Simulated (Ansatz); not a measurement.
# PtSe2 monolayer (1T): phonons and vibrational spectra, part 2 of 2

Wanted: phonon frequencies of PtSe2 monolayer (1T) and what follows from them.

Ansatz 0.2.0; DFT PBEsol, scalar-relativistic, plane waves, PAW; PAW set soft_1.

So far. Step 4 (Relaxing to small forces for the phonons): The largest force component left is 0.078 meV/Å, within the tolerances set. Step 5 (Zone-centre response): Before it was imposed, the acoustic sum rule was missed by 1.8e-4 eV/Å² and the charge sum rule by 0.0027 e. Small misses are needed for a sound result but don't prove that mesh and cutoff are converged. The lowest optical mode is real, 178 cm⁻¹.

## (6) Phonons on a q mesh (continued)

Interpolated from a 6×6×1 q mesh, with the LO-TO term (at Γ the limit along the path; where Γ stands inside the path, tables give the limit on arrival). The phonon branches at the labelled points (cm⁻¹):

| point | branch 1 | branch 2 | branch 3 | branch 4 | branch 5 | branch 6 | branch 7 | branch 8 | branch 9 |
| --- | --- | --- | --- | --- | --- | --- | --- | --- | --- |
| Γ | 0 | 0 | 0 | 178 | 178 | 205 | 225 | 225 | 230 |
| halfway | 37 | 61 | 96 | 183 | 195 | 206 | 216 | 218 | 225 |
| M | 78 | 99 | 162 | 169 | 170 | 207 | 210 | 220 | 227 |
| halfway | 76 | 115 | 155 | 171 | 178 | 207 | 208 | 220 | 221 |
| K | 77 | 140 | 140 | 178 | 178 | 211 | 211 | 213 | 215 |
| halfway | 42 | 76 | 107 | 188 | 191 | 206 | 213 | 220 | 222 |
| Γ | 0 | 0 | 0 | 178 | 178 | 205 | 225 | 225 | 230 |

The phonon density of states has structure finer than the step of the table below, so its rows give means over 10 cm⁻¹, whole bins alone (the curve runs from -1 to 231 cm⁻¹). Peaks (cm⁻¹: height): 75.0: 0.0811, 183.0: 0.134, 205.0: 0.254, 219.0: 0.294.

Tetrahedra on a 24×24×1 mesh, mean over bins of 2 cm-1. Interpolated from a 6×6×1 q mesh. The phonon density of states by wavenumber; means over each step:

| wavenumber (cm⁻¹) | phonon density of states (1/cm⁻¹/cell) |
| --- | --- |
| 10 | 0.00693 |
| 20 | 0.00983 |
| 30 | 0.0126 |
| 40 | 0.0155 |
| 50 | 0.0191 |
| 60 | 0.0242 |
| 70 | 0.0411 |
| 80 | 0.0267 |
| 90 | 0.0176 |
| 100 | 0.0248 |
| 110 | 0.0191 |
| 120 | 0.0170 |
| 130 | 0.0160 |
| 140 | 0.0182 |
| 150 | 0.0210 |
| 160 | 0.00754 |
| 170 | 0.0329 |
| 180 | 0.103 |
| 190 | 0.0619 |
| 200 | 0.0276 |
| 210 | 0.141 |
| 220 | 0.201 |

The partial phonon density of states has structure finer than the step of the table below, so its rows give means over 10 cm⁻¹, whole bins alone (the curve runs from -10 to 247 cm⁻¹). Peaks (cm⁻¹: height): Pt 74.1: 0.0268, 93.6: 0.0150, 219.8: 0.0984; Se 74.1: 0.0203, 182.6: 0.112, 206.8: 0.143, 219.8: 0.145.

Phonopy on the run's constants, 17x17x1 mesh, Gaussian sigma 2.0 cm-1. Interpolated from a 6×6×1 q mesh. Table of partial phonon density of states by wavenumber; means over each step; values in 1/cm⁻¹/cell:

| wavenumber (cm⁻¹) | Pt | Se |
| --- | --- | --- |
| 0 | 0.00194 | 0.00160 |
| 10 | 0.00354 | 0.00302 |
| 20 | 0.00523 | 0.00454 |
| 30 | 0.00612 | 0.00541 |
| 40 | 0.00894 | 0.00791 |
| 50 | 0.0101 | 0.00895 |
| 60 | 0.0125 | 0.0108 |
| 70 | 0.0218 | 0.0177 |
| 80 | 0.0172 | 0.0142 |
| 90 | 0.00832 | 0.00721 |
| 100 | 0.0129 | 0.0109 |
| 110 | 0.0104 | 0.00930 |
| 120 | 0.00844 | 0.00812 |
| 130 | 0.00758 | 0.00805 |
| 140 | 0.00870 | 0.0100 |
| 150 | 0.00946 | 0.0108 |
| 160 | 0.00410 | 0.00432 |
| 170 | 9.8e-4 | 0.0329 |
| 180 | 0.00309 | 0.0960 |
| 190 | 0.00208 | 0.0598 |
| 200 | 0.00691 | 0.0298 |
| 210 | 0.0393 | 0.101 |
| 220 | 0.0761 | 0.117 |
| 230 | 0.0145 | 0.0209 |
| 240 | 6.2e-6 | 7.6e-6 |

Harmonic thermodynamic functions per atom, from the density of states. Interpolated from a 6×6×1 q mesh. Thermodynamic functions, by row:

| T (K) | F_vib (meV/atom) | S (J/mol-atom/K) | C_V (J/mol-atom/K) |
| --- | --- | --- | --- |
| 0 | 30.69 | 0 | 0 |
| 100 | 25.64 | 11.98 | 15.63 |
| 200 | 5.91 | 25.28 | 21.88 |
| 300 | -25.34 | 34.51 | 23.48 |
| 400 | -64.81 | 41.36 | 24.09 |
| 500 | -110.6 | 46.77 | 24.37 |
| 600 | -161.4 | 51.23 | 24.53 |
| 700 | -216.6 | 55.02 | 24.63 |
| 800 | -275.3 | 58.31 | 24.69 |
| 900 | -337.3 | 61.22 | 24.74 |
| 1000 | -402.1 | 63.83 | 24.77 |

Symmetry leaves 7 wavevectors to solve. The lowest mode among them, the acoustic zeros apart, lies at q = (0, 0.167, 0) and is real, 18.4 cm⁻¹.

## (7) Isotope substitution

An isotope changes the mass and not the force constants, so no new electronic calculation is needed; the shifts show which modes move this element.

The same force constants with the mass of Se changed from 78.971 to 81.917 u (phonopy, no LO-TO term). Both lists are sorted by frequency; levels can cross, so a row need not hold one and the same mode. Modes under 3 cm⁻¹ are left out. Isotope shifts, by row:

| q | rank | natural mass (cm⁻¹) | changed mass (cm⁻¹) |
| --- | --- | --- | --- |
| 0 0 0 | 4 | 178.4 | 175.2 |
| 0 0 0 | 5 | 178.4 | 175.2 |
| 0 0 0 | 6 | 204.7 | 201 |
| 0 0 0 | 7 | 225.1 | 222.9 |
| 0 0 0 | 8 | 225.1 | 222.9 |
| 0 0 0 | 9 | 230.4 | 228.1 |
| 0 0.1667 0 | 1 | 18.39 | 18.24 |
| 0 0.1667 0 | 2 | 40.91 | 40.56 |
| 0 0.1667 0 | 3 | 65.96 | 65.38 |
| 0 0.1667 0 | 4 | 181.9 | 178.6 |
| 0 0.1667 0 | 5 | 189.9 | 186.4 |
| 0 0.1667 0 | 6 | 205.6 | 202.1 |
| 0 0.1667 0 | 7 | 219.9 | 217.7 |
| 0 0.1667 0 | 8 | 220.7 | 218.6 |
| 0 0.1667 0 | 9 | 227.8 | 225.4 |
| 0 0.3333 0 | 1 | 55.51 | 55.04 |
| 0 0.3333 0 | 2 | 80.04 | 79.36 |
| 0 0.3333 0 | 3 | 124 | 122.8 |
| 0 0.3333 0 | 4 | 178.9 | 175.7 |
| 0 0.3333 0 | 5 | 190.5 | 187.3 |
| 0 0.3333 0 | 6 | 208.2 | 205.1 |
| 0 0.3333 0 | 7 | 217.1 | 214.4 |
| 0 0.3333 0 | 8 | 218 | 215.8 |
| 0 0.3333 0 | 9 | 221.6 | 219.3 |
| 0 -0.5 0 | 1 | 77.81 | 77.23 |
| 0 -0.5 0 | 2 | 99.3 | 98.54 |
| 0 -0.5 0 | 3 | 161.5 | 160.1 |
| 0 -0.5 0 | 4 | 168.8 | 165.8 |
| 0 -0.5 0 | 5 | 169.8 | 166.8 |
| 0 -0.5 0 | 6 | 207 | 203.3 |
| 0 -0.5 0 | 7 | 210.1 | 208.1 |
| 0 -0.5 0 | 8 | 220.1 | 217.8 |
| 0 -0.5 0 | 9 | 226.9 | 224.4 |

A mode of this element alone would shift by -1.81 %. The highest zone-centre frequency without the field goes from 230.4 to 228.1 cm⁻¹ (-1.0 %). The product of the frequency ratios over all optical modes at Γ is 0.918; the product rule, (m/m′)^(3k/2) (M′/M)^(3/2) with k = 2 such atoms and M the mass of the cell, gives 0.918.

## (8) What came out

| Item | Value |
| --- | --- |
| space group after relaxation (within 0.01 Å) | P-3m1 |
| area per atom | 3.95 Å² |
| gap on the k-mesh | 1.42 eV |
| highest optical mode at the zone centre (no LO-TO term) | 230 cm⁻¹ |
| lowest optical zone-centre mode | 178 cm⁻¹ |
| largest Born charge (third of the trace) | 1.42 e |
| lowest mode on the q mesh (acoustic modes at Γ apart) | 18.4 cm⁻¹ |
| highest frequency on the path or at a solved wavevector | 230 cm⁻¹ |
| zero-point energy per atom | 30.7 meV |
| heat capacity at 300 K | 23.5 J/(mol atoms K) |
| vibrational entropy at 300 K | 34.5 J/(mol atoms K) |
| imaginary modes on the 6×6×1 q mesh | none |

What this shows: The structure is a minimum as far as tested: no mode is imaginary at the 7 irreducible wavevectors of the 6×6×1 mesh, and the softest away from the acoustic zeros lies at 18 cm⁻¹. Without the field, the optical modes at Γ span 178 to 230 cm⁻¹. The strongest infrared line is at 225 cm⁻¹. Averaged over orientations, the strongest Raman line at 532 nm and 300 K is at 178 cm⁻¹. The tensors are the static, non-resonant ones, while 532 nm light (2.33 eV) lies above the computed gap. In a sheet or slab the interpolated bending branch near Γ is rough, since the rotational sum rule isn't imposed. Dielectric tensors refer to the cell with its vacuum. Spin-orbit coupling is left out, which can matter for the heavy elements here. The PAW files were made for PBE and serve the other functionals too. The starting cell was built on a prototype and not taken from a measurement. These are harmonic frequencies at zero temperature: anharmonic shifts, linewidths and thermal expansion are left out.

[Hosts, paths, dates, database ids (printed as entryN), source tags and the programs' standing remarks are cut or masked in the printed files.]
